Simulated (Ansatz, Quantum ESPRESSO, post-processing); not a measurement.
# From contact to tunnelling: vacuum gaps between two Pb(111) faces, part 2 of 2

How fast does transmission decay with width? The series: vacuum gaps between two Pb(111) faces.

Quantum ESPRESSO 7.5; plane-wave DFT, LDA, GBRV ultrasoft pseudopotentials; cross-check by Ansatz 0.2.0 with PAW datasets.

So far. Step 12 (The open system, 8 Å): T goes from 0.00601 to 8.1e-4, a factor of 7.5. Step 13 (Cross-check with Ansatz, 8 Å): Ansatz finds T = 8.2e-4 against pwcond's 8.1e-4.

## Step 14: SCF with pw.x, 9 Å

Level of this step: plane-wave DFT, LDA, GBRV ultrasoft pseudopotentials (Quantum ESPRESSO 7.5).

The input, j4.scf.in:

```
&control
  prefix = 'j4.scf'
  outdir = './out'
  pseudo_dir = './pseudo'
  calculation = 'scf'
  tprnfor = .true.
/
&system
  ibrav = 0
  nat = 12
  ntyp = 1
  ecutwfc = 40
  ecutrho = 200
  occupations = 'smearing'
  smearing = 'mv'
  degauss = 0.01
/
&electrons
  conv_thr = 1e-07
  mixing_beta = 0.25
  electron_maxstep = 120
  mixing_mode = 'local-TF'
/
ATOMIC_SPECIES
  Pb  207.2000  pb_lda_v1.uspp.F.UPF
CELL_PARAMETERS angstrom
  3.55674710936833 0.00000000000000 0.00000000000000
  1.77837355468417 3.08023335154985 0.00000000000000
  0.00000000000000 0.00000000000000 40.94479039426199
ATOMIC_POSITIONS crystal
  Pb  0.000000000000 0.000000000000 0.000000000000
  Pb  0.333333333000 0.333333333000 0.070926528774
  Pb  0.666666667000 0.666666667000 0.141853057547
  Pb  0.000000000000 0.000000000000 0.212779586321
  Pb  0.333333333000 0.333333333000 0.283706115094
  Pb  0.666666667000 0.666666667000 0.354632643868
  Pb  0.000000000000 0.000000000000 0.574440827359
  Pb  0.333333333000 0.333333333000 0.645367356132
  Pb  0.666666667000 0.666666667000 0.716293884906
  Pb  0.000000000000 0.000000000000 0.787220413679
  Pb  0.333333333000 0.333333333000 0.858146942453
  Pb  0.666666667000 0.666666667000 0.929073471226
K_POINTS automatic
  8 8 1 0 0 0
```

Started as:

```bash
> OMP_NUM_THREADS=1 mpirun -n 4 pw.x -nk 4 -in j4.scf.in > j4.scf.out
```

Run time: 5.3 min. Hardware: 4 MPI ranks of Arm Neoverse N1, shared host; peak memory 1.4 GiB; 21 min of CPU time.

Numbers from this step:

- free energy: -26779.8175 eV
- Fermi energy: 8.094 eV

## Step 15: Transmission with pwcond.x, 9 Å

The input, j4.cond.in:

```
&inputcond
  outdir = './out'
  prefixt = 'j4.scf'
  tran_file = 'j4.cond.dat'
  bdl = 2.4494897422
  bds = 11.5118643893
  ikind = 1
  ewind = 4.0
  epsproj = 1e-05
  nz1 = 7
  energy0 = 0.4
  denergy = -0.4
/
10
  0.00000000 0.00000000 0.01562500
  0.00000000 0.12500000 0.09375000
  0.00000000 0.25000000 0.09375000
  0.00000000 0.37500000 0.09375000
  0.00000000 0.50000000 0.04687500
  0.12500000 0.25000000 0.09375000
  0.12500000 0.37500000 0.18750000
  0.12500000 0.50000000 0.18750000
  0.25000000 0.50000000 0.09375000
  0.25000000 0.62500000 0.09375000
3
```

Started as:

```bash
> OMP_NUM_THREADS=1 mpirun -n 4 pwcond.x -in j4.cond.in > j4.cond.out
```

It took 2.9 min on 4 MPI ranks; peak memory 0.36 GiB.

Read from the output:

* transmission at the Fermi level, one spin: 1.03e-4
* conductance: 1.03e-4 G₀

Per spin; mean over the k mesh across the current. The transmission, zone mean by energy, zero at the Fermi level:

| energy (eV) | transmission, zone mean |
| --- | --- |
| -0.400 | 6.2e-5 |
| 0.000 | 1.0e-4 |
| 0.400 | 1.9e-4 |

T goes from 8.1e-4 to 1.0e-4, a factor of 7.9.

## Step 16: Cross-check with Ansatz, 9 Å

Level of this step: plane-wave DFT, LDA, Ansatz PAW (Ansatz 0.2.0).

The input, input.yaml:

```yaml
crystal:
  lattice:
    - [3.5567471094, 0.0, 0.0]
    - [1.7783735547, 3.0802333515, 0.0]
    - [0.0, 0.0, 40.9447903943]
  atoms:
    - { symbol: Pb, position: [0.0, 0.0, 0.0] }
    - { symbol: Pb, position: [0.333333333, 0.333333333, 0.0709265288] }
    - { symbol: Pb, position: [0.666666667, 0.666666667, 0.1418530575] }
    - { symbol: Pb, position: [0.0, 0.0, 0.2127795863] }
    - { symbol: Pb, position: [0.333333333, 0.333333333, 0.2837061151] }
    - { symbol: Pb, position: [0.666666667, 0.666666667, 0.3546326439] }
    - { symbol: Pb, position: [0.0, 0.0, 0.5744408274] }
    - { symbol: Pb, position: [0.333333333, 0.333333333, 0.6453673561] }
    - { symbol: Pb, position: [0.666666667, 0.666666667, 0.7162938849] }
    - { symbol: Pb, position: [0.0, 0.0, 0.7872204137] }
    - { symbol: Pb, position: [0.333333333, 0.333333333, 0.8581469425] }
    - { symbol: Pb, position: [0.666666667, 0.666666667, 0.9290734712] }
kpoints:
  mp_grid: { grid: [8, 8, 1] }
hamiltonian:
  xc: lda
scf:
  occupations: { method: fermi_dirac, width: 0.1 }
  convergence: { dr2_threshold: 1.0e-08 }
output:
  transmission: { leads: [[0, 3]], e_range: [-0.4, 0.4], de: 0.4, kmesh: [8, 8] }
  write_potential: true
  write_density: true
  volumetric_format: npy
```

Started as:

```bash
> ansatz run input.yaml --threads 4 --pin off --max-ram 8192MiB --backend cpu --events-out ev --progress --plain --runs-dir out
```

Run time: 32 s. Hardware: 4 threads; peak memory 1.4 GiB.

Numbers from this step:

| Property | Result |
| --- | --- |
| free energy | -139227.3421 eV |
| energy at zero smearing | -139227.2402 eV |
| smearing term TS | 0.2038 eV |
| Fermi energy | 7.842 eV |
| transmission at the Fermi level, one spin | 1.06e-4 |
| step of the lead's Hamiltonian over a period | 156.6 meV |

Per spin; mean over the k mesh across the current. Transmission, zone mean against energy, zero at the Fermi level:

| energy (eV) | transmission, zone mean |
| --- | --- |
| -0.400 | 6.5e-5 |
| 0.000 | 1.1e-4 |
| 0.400 | 2.0e-4 |

Ansatz finds T = 1.1e-4 against pwcond's 1.0e-4.

## Step 17: The series side by side

All levels:

| level | T by pwcond | T by Ansatz | lead channels | CPU time (s) |
| --- | --- | --- | --- | --- |
| 5 Å | 0.1902 | 0.1877 | 1.234 | 1509 |
| 6 Å | 0.04356 | 0.03867 | 1.141 | 1771 |
| 7 Å | 0.006014 | 0.005975 | 1.234 | 1656 |
| 8 Å | 8.07e-4 | 8.19e-4 | 1.234 | 1800 |
| 9 Å | 1.03e-4 | 1.06e-4 | 1.234 | 1966 |

## Step 18: By hand

For the narrowest barrier, the Landauer sum over the mesh, Σ w T = 0.1875 × 0.244 + 0.0938 × 0.381 + 0.0938 × 0.38 + … = 0.1902.

G = 0.19 × 77.48 µS = 14.7 µS a cell. Times the area of 10.956 Å², the resistance-area product is A/G = 7.44 fΩ m², the leads' contact resistance included.

Free electrons at 4 an atom (3 atoms in 95.4 Å³) have k_F = 1.550 1/Å and offer A k_F²/4π = 2.09 channels per spin; the lead has 1.23 on this mesh.

κ = ln(T₁/T₂)/(2Δd) = ln(0.0008068/0.0001025)/(2 × 1 Å) = 1.03 1/Å.

## Step 19: Outcome

| Quantity | Value |
| --- | --- |
| conductance a cell at 5 Å | 0.190 G₀ |
| conductance a cell at 6 Å | 0.0436 G₀ |
| conductance a cell at 7 Å | 0.00601 G₀ |
| conductance a cell at 8 Å | 8.1e-4 G₀ |
| conductance a cell at 9 Å | 1.0e-4 G₀ |
| fall of ln T per Å over the last interval | 2.06 |

In words: The conductance goes from 0.190 G₀ at 5 Å to 1.0e-4 G₀ at 9 Å (LDA, GBRV ultrasoft). Interval by interval ln T falls by 1.47, 1.98, 2.01 and 2.06 per Å. The last interval gives κ = 1.03 1/Å in T ∝ exp(−2κd), an apparent barrier of (κ/0.512)² = 4.1 eV. Ansatz follows the series within a factor of 1.13. Points with over 2.5 times the mean carry up to 77 % of T, so the means lean on few points, and the mesh was not tested. The geometries are as built, not relaxed, and the leads are short. Semilocal functionals lack the image potential in a vacuum gap. Spin-orbit coupling is left out; depending on the atoms that carry the levels of interest, it can split and shift them by tenths of an eV to an eV or more.

[Logs are printed without paths, hosts, clocks, repeated set-up lines and the standing remarks that a program may print on its own settings, such as how far it seeks lower states.]

[Hosts, paths, dates, database ids (printed as entryN), source tags and the programs' standing remarks are cut or masked in the printed files.]

[Maps of the electrostatic potential energy from Ansatz leave out the sawtooth potential of an applied field or a dipole correction, so their vacuum need not be flat; planar profiles and work functions include it.]
